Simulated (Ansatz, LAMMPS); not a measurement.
# Relaxing glassy 53SiO2-26Al2O3-11ZnO-11CaO (mol %) (63 atoms), part 2 of 3

How does glassy 53SiO2-26Al2O3-11ZnO-11CaO (mol %) (63 atoms) relax, and what do bonds, charges and levels look like afterwards?

Ansatz 0.2.0; Kohn-Sham DFT, PBE, PAW (set soft_2), plane waves.

The cell: 10 Si, 10 Al, 2 Zn, 2 Ca and 39 O. The quench rate of 6 K/ps far exceeds what a furnace or splat quench reaches. The starting topology of bonds comes from the classical model. The Brillouin zone is sampled at Γ only, in a cell whose shortest periodic width is 9 Å.

So far. Step 3 (Single point at the start): The r.m.s. force component of 1.1 eV/Å and the pressure of 8.4 GPa set the starting point.

## 4. Relaxation

The atoms are relaxed in the fixed cell, aiming at the force tolerance of the input.

input.yaml

```yaml
crystal:
  lattice:
    - [9.13371, 0.0, 0.0]
    - [0.0, 9.13371, 0.0]
    - [0.0, 0.0, 9.13371]
  atoms:
    [... the 63 atom lines of step 3 ...]
kpoints:
  mp_grid: { grid: [1, 1, 1] }
hamiltonian:
  xc: pbe
scf:
  occupations: { method: fixed }
output:
  forces: true
relax:
  f_tol: 0.03
  max_steps: 200
```

Command:

```
$ ansatz run input.yaml --threads 4 --pin off --max-ram 8192MiB --backend cpu --events-out ev --progress --plain --runs-dir out
```

Numbers of over 12 decimals in the logs are rounded to 6 here.

The program printed:

```text
[...]
Crystal: 63 atoms, lattice volume = 761.977 Å³
Basis set: ecut = 420 eV, 14795 PW (Γ), exchange–correlation on 128×128×128 points (8 copies of the dense FFT grid, shifted against one another)
Bands: 237, of which v1, the nominal top of the filled ones, is band 174 counted from 1 (173 counted from 0)
Symmetry: 1 space group operations
[...]
k-points: 1
[...]
SCF iter   1: F=—  HF=-44202.338017 eV  |F-HF|=—  |Δ(HF+E_count)|=         —  Δρ=2.67e-3  dr2=9.62e-2  ethr=1.77e-3  ⟨swp⟩=8.0  Hψ=782  notcnv=0  defer=60
[...]
SCF iter   3: F=—  HF=-44202.335171 eV  |F-HF|=—  |Δ(HF+E_count)|=   1.36e-3  Δρ=6.96e-4  dr2=6.85e-3  ethr=6.53e-6  ⟨swp⟩=4.0  Hψ=311  notcnv=0  defer=48
automatic band count: iteration 3 solves 224 bands in place of 237: the levels show a gap, and the empty bands left out lie too high to hold charge; the band table lists the bands solved (type scf.n_extra_bands for more)
SCF iter   4: F=—  HF=-44202.335963 eV  |F-HF|=—  |Δ(HF+E_count)|=   7.92e-4  Δρ=3.30e-4  dr2=8.22e-4  ethr=1.97e-6  ⟨swp⟩=4.0  Hψ=356  notcnv=0  defer=48
[...]
SCF iter   6: F=-44202.335922 eV  HF=-44202.335921 eV  |F-HF|=8.90e-7  |Δ(HF+E_count)|=   2.83e-5  Δρ=4.77e-5  dr2=1.80e-5  ethr=6.47e-9  ⟨swp⟩=3.0  Hψ=710  notcnv=0
SCF 1 converged in 6 iterations: F = -44202.335922 eV  dr2 = 1.80e-5
[...]
relax step   1: F+E_penalty+E_count = -44202.33592183 eV  Δ(F+E_penalty+E_count) = +0.000e0 eV  max|allowed force component| = 4.370e0 eV/Å  Δτ_max = 0.0000 Å  (6 SCF iters, dr2 threshold 2.25e-5 eV, accepted)
[... from here on, the SCF cycles and remarks between the steps are left out ...]
relax step   2: F+E_penalty+E_count = -44204.40228482 eV  Δ(F+E_penalty+E_count) = -2.066e0 eV  max|allowed force component| = 2.749e0 eV/Å  Δτ_max = 0.1949 Å  (6 SCF iters, dr2 threshold 1.00e-4 eV, accepted)
relax step   3: F+E_penalty+E_count = -44205.89257623 eV  Δ(F+E_penalty+E_count) = -1.490e0 eV  max|allowed force component| = 8.073e-1 eV/Å  Δτ_max = 0.1965 Å  (7 SCF iters, dr2 threshold 1.00e-4 eV, accepted)
relax step   4: F+E_penalty+E_count = -44206.13364344 eV  Δ(F+E_penalty+E_count) = -2.411e-1 eV  max|allowed force component| = 4.971e-1 eV/Å  Δτ_max = 0.0820 Å  (6 SCF iters, dr2 threshold 5.62e-5 eV, accepted)
relax step   5: F+E_penalty+E_count = -44206.25812583 eV  Δ(F+E_penalty+E_count) = -1.245e-1 eV  max|allowed force component| = 5.784e-1 eV/Å  Δτ_max = 0.2000 Å  (8 SCF iters, dr2 threshold 2.13e-5 eV, accepted)
relax step   6: F+E_penalty+E_count = -44206.37318588 eV  Δ(F+E_penalty+E_count) = -1.151e-1 eV  max|allowed force component| = 1.734e-1 eV/Å  Δτ_max = 0.0945 Å  (6 SCF iters, dr2 threshold 1.00e-4 eV, accepted)
relax step   7: F+E_penalty+E_count = -44206.39352816 eV  Δ(F+E_penalty+E_count) = -2.034e-2 eV  max|allowed force component| = 1.270e-1 eV/Å  Δτ_max = 0.0395 Å  (7 SCF iters, dr2 threshold 2.70e-6 eV, accepted)
relax step   8: F+E_penalty+E_count = -44206.37106130 eV  Δ(F+E_penalty+E_count) = +2.247e-2 eV  max|allowed force component| = 3.843e-1 eV/Å  Δτ_max = 0.1484 Å  (9 SCF iters, dr2 threshold 1.45e-6 eV, rejected (line search))
relax step   9: F+E_penalty+E_count = -44206.41806470 eV  Δ(F+E_penalty+E_count) = -2.454e-2 eV  max|allowed force component| = 8.720e-2 eV/Å  Δτ_max = 0.0726 Å  (10 SCF iters, accepted)
relax step  10: F+E_penalty+E_count = -44206.42264778 eV  Δ(F+E_penalty+E_count) = -4.583e-3 eV  max|allowed force component| = 9.256e-2 eV/Å  Δτ_max = 0.0335 Å  (6 SCF iters, dr2 threshold 3.59e-6 eV, accepted)
relax step  11: F+E_penalty+E_count = -44206.42709279 eV  Δ(F+E_penalty+E_count) = -4.445e-3 eV  max|allowed force component| = 1.129e-1 eV/Å  Δτ_max = 0.1500 Å  (8 SCF iters, dr2 threshold 4.04e-6 eV, accepted)
relax step  12: F+E_penalty+E_count = -44206.43674950 eV  Δ(F+E_penalty+E_count) = -9.657e-3 eV  max|allowed force component| = 7.726e-2 eV/Å  Δτ_max = 0.0237 Å  (5 SCF iters, dr2 threshold 1.27e-5 eV, accepted)
relax step  13: F+E_penalty+E_count = -44206.45366497 eV  Δ(F+E_penalty+E_count) = -1.692e-2 eV  max|allowed force component| = 1.714e-1 eV/Å  Δτ_max = 0.2000 Å  (8 SCF iters, dr2 threshold 2.80e-6 eV, accepted)
relax step  14: F+E_penalty+E_count = -44206.46666608 eV  Δ(F+E_penalty+E_count) = -1.300e-2 eV  max|allowed force component| = 2.932e-1 eV/Å  Δτ_max = 0.1264 Å  (7 SCF iters, dr2 threshold 1.38e-5 eV, accepted)
relax step  15: F+E_penalty+E_count = -44206.47995825 eV  Δ(F+E_penalty+E_count) = -1.329e-2 eV  max|allowed force component| = 1.526e-1 eV/Å  Δτ_max = 0.0279 Å  (5 SCF iters, dr2 threshold 8.60e-5 eV, accepted)
relax step  16: F+E_penalty+E_count = -44206.45545780 eV  Δ(F+E_penalty+E_count) = +2.450e-2 eV  max|allowed force component| = 2.336e-1 eV/Å  Δτ_max = 0.1602 Å  (8 SCF iters, dr2 threshold 6.31e-6 eV, rejected (line search))
relax step  17: F+E_penalty+E_count = -44206.49226988 eV  Δ(F+E_penalty+E_count) = -1.231e-2 eV  max|allowed force component| = 1.373e-1 eV/Å  Δτ_max = 0.0678 Å  (9 SCF iters, accepted)
relax step  18: F+E_penalty+E_count = -44206.48975502 eV  Δ(F+E_penalty+E_count) = +2.515e-3 eV  max|allowed force component| = 1.357e-1 eV/Å  Δτ_max = 0.0559 Å  (7 SCF iters, dr2 threshold 5.11e-6 eV, rejected (line search))
relax step  19: F+E_penalty+E_count = -44206.49640300 eV  Δ(F+E_penalty+E_count) = -4.133e-3 eV  max|allowed force component| = 1.252e-1 eV/Å  Δτ_max = 0.0271 Å  (9 SCF iters, accepted)
relax step  20: F+E_penalty+E_count = -44206.49663715 eV  Δ(F+E_penalty+E_count) = -2.342e-4 eV  max|allowed force component| = 7.872e-2 eV/Å  Δτ_max = 0.0214 Å  (5 SCF iters, dr2 threshold 1.27e-5 eV, accepted)
relax step  21: F+E_penalty+E_count = -44206.49792574 eV  Δ(F+E_penalty+E_count) = -1.289e-3 eV  max|allowed force component| = 4.556e-2 eV/Å  Δτ_max = 0.0150 Å  (5 SCF iters, dr2 threshold 2.45e-6 eV, accepted)
relax step  22: F+E_penalty+E_count = -44206.49822518 eV  Δ(F+E_penalty+E_count) = -2.994e-4 eV  max|allowed force component| = 2.452e-2 eV/Å  Δτ_max = 0.0045 Å  (6 SCF iters, accepted)
SCF converged after 6 iterations
Free energy (F): -44206.498225 eV
[...]
Internal energy: -44206.498225 eV  (E = F + TS)
E sigma→0 (E₀):  -44206.498225 eV
Fermi energy:    4.698088 eV
[...]
--- Forces (eV/Å), atoms counted from 1 ---
  atom   1  Si     0.00551510     0.00083694     0.01142231
  atom   2  Si     0.00100889    -0.00447565    -0.00429260
  atom   3  Si     0.00587300     0.00219288     0.00421585
  atom   4  Si    -0.00298520     0.00766580     0.00751543
  atom   5  Si    -0.00490926    -0.00120889    -0.00700103
  atom   6  Si    -0.00452974     0.00485715    -0.00342144
  atom   7  Si     0.00551307    -0.00038164    -0.00186497
  atom   8  Si     0.00324489    -0.00112300     0.00309731
  atom   9  Si     0.00250795    -0.00438057     0.00759276
  atom  10  Si    -0.01329509     0.00310330     0.00500445
  atom  11  Al    -0.00538430     0.00146409     0.00008466
  atom  12  Al    -0.00134929     0.00267971     0.00217569
  atom  13  Al     0.00116452    -0.00212432     0.00079276
  atom  14  Al     0.00531290     0.00396687     0.00475585
[...]
atom  62  O      0.00193077    -0.00148959    -0.00028659
  atom  63  O     -0.00258283     0.00157377    -0.00103777
  max |Σ_I F_I| component: 2.46e-4 eV/Å
--- Relaxed structure (22 steps of the walk, 19 accepted, 0 SCFs on fresh bases) ---
  F+E_penalty+E_count = -44206.49822518 eV   max|allowed force component| = 2.452e-2 eV/Å
  atoms:
    - { symbol: Si, position: [0.673725, 0.436793, 0.399486] }
    - { symbol: Si, position: [0.549903, 0.963948, 0.098764] }
    - { symbol: Si, position: [0.149853, 0.271399, 0.267836] }
    - { symbol: Si, position: [0.615365, 0.999225, 0.558617] }
[...]
- { symbol: O, position: [0.359598, 0.592766, 0.945636] }
```

It took 77 s on 4 threads of Arm Neoverse V1, shared host; peak memory 0.86 GiB; 4.8 min of CPU time.

Step by step:

```csv
step,energy less that of the first step (eV),largest force component (eV/Å)
1,0.0000,4.3703
2,-2.0664,2.7491
3,-3.5567,0.8073
4,-3.7977,0.4971
5,-3.9222,0.5784
6,-4.0373,0.1734
7,-4.0576,0.1270
8,-4.0351,0.3843
9,-4.0821,0.0872
10,-4.0867,0.0926
11,-4.0912,0.1129
12,-4.1008,0.0773
13,-4.1177,0.1714
14,-4.1307,0.2932
15,-4.1440,0.1526
16,-4.1195,0.2336
17,-4.1563,0.1373
18,-4.1538,0.1357
19,-4.1605,0.1252
20,-4.1607,0.0787
21,-4.1620,0.0456
22,-4.1623,0.0245
```

Relaxation steps 8, 16, 18 were tried and not accepted.

The atoms that moved most (Å):

```csv
atom,dx,dy,dz,length
Ca24,0.421,0.224,0.590,0.759
O34,-0.508,-0.285,0.182,0.610
O55,-0.482,-0.185,-0.064,0.520
O51,0.210,-0.370,-0.026,0.426
O37,0.013,0.321,-0.249,0.406
O43,0.087,-0.031,-0.373,0.384
O25,0.306,0.226,-0.045,0.383
Al14,0.267,0.072,-0.265,0.383
```

The relaxation changed the energy by -66.1 meV/atom, and atoms moved by 0.25 Å r.m.s., 0.76 Å at most.

## 5. Structure statistics after relaxation

Density 3.02 g/cm³, 12.09 Å³ an atom.

g(r), total and by pair (bins of 0.2 Å):

```
r (Å)  total   O-O  O-Al  O-Si  O-Ca  O-Zn  Al-Al
 1.50   0.43  0.00  0.00  2.19  0.00  0.00   0.00
 1.70   3.20  0.00  6.88  9.38  0.00  0.00   0.00
 1.90   0.66  0.00  2.94  0.00  0.00  2.16   0.00
 2.10   0.27  0.00  0.36  0.00  0.00  5.17   0.00
 2.30   0.23  0.00  0.00  0.00  4.38  1.38   0.00
 2.50   0.60  1.24  0.00  0.00  2.52  0.58   0.00
 2.70   1.48  3.49  0.11  0.10  0.00  0.00   0.79
 2.90   1.25  2.27  0.38  0.18  0.00  0.94   1.47
 3.10   1.10  1.25  0.64  0.32  0.41  1.20   2.53
 3.30   0.98  0.66  0.65  1.07  0.71  0.00   2.81
 3.50   0.95  0.59  1.52  1.28  0.00  1.58   0.00
 3.70   0.95  0.64  1.31  1.59  0.85  0.58   0.00
 3.90   0.86  0.52  1.23  1.48  1.26  0.51   0.38
 4.10   1.03  0.57  1.24  1.45  1.37  1.16   0.70
 4.30   1.20  0.71  1.73  1.90  0.85  1.29   1.32
 4.50   1.17  1.08  1.31  1.13  1.73  1.35   1.19
```

[end of part 2 of 3]

[Logs are printed without paths, hosts, clocks, repeated set-up lines and the standing remarks that a program may print on its own settings, such as how far it seeks lower states.]

[Hosts, paths, dates, database ids (printed as entryN), source tags and the programs' standing remarks are cut or masked in the printed files.]
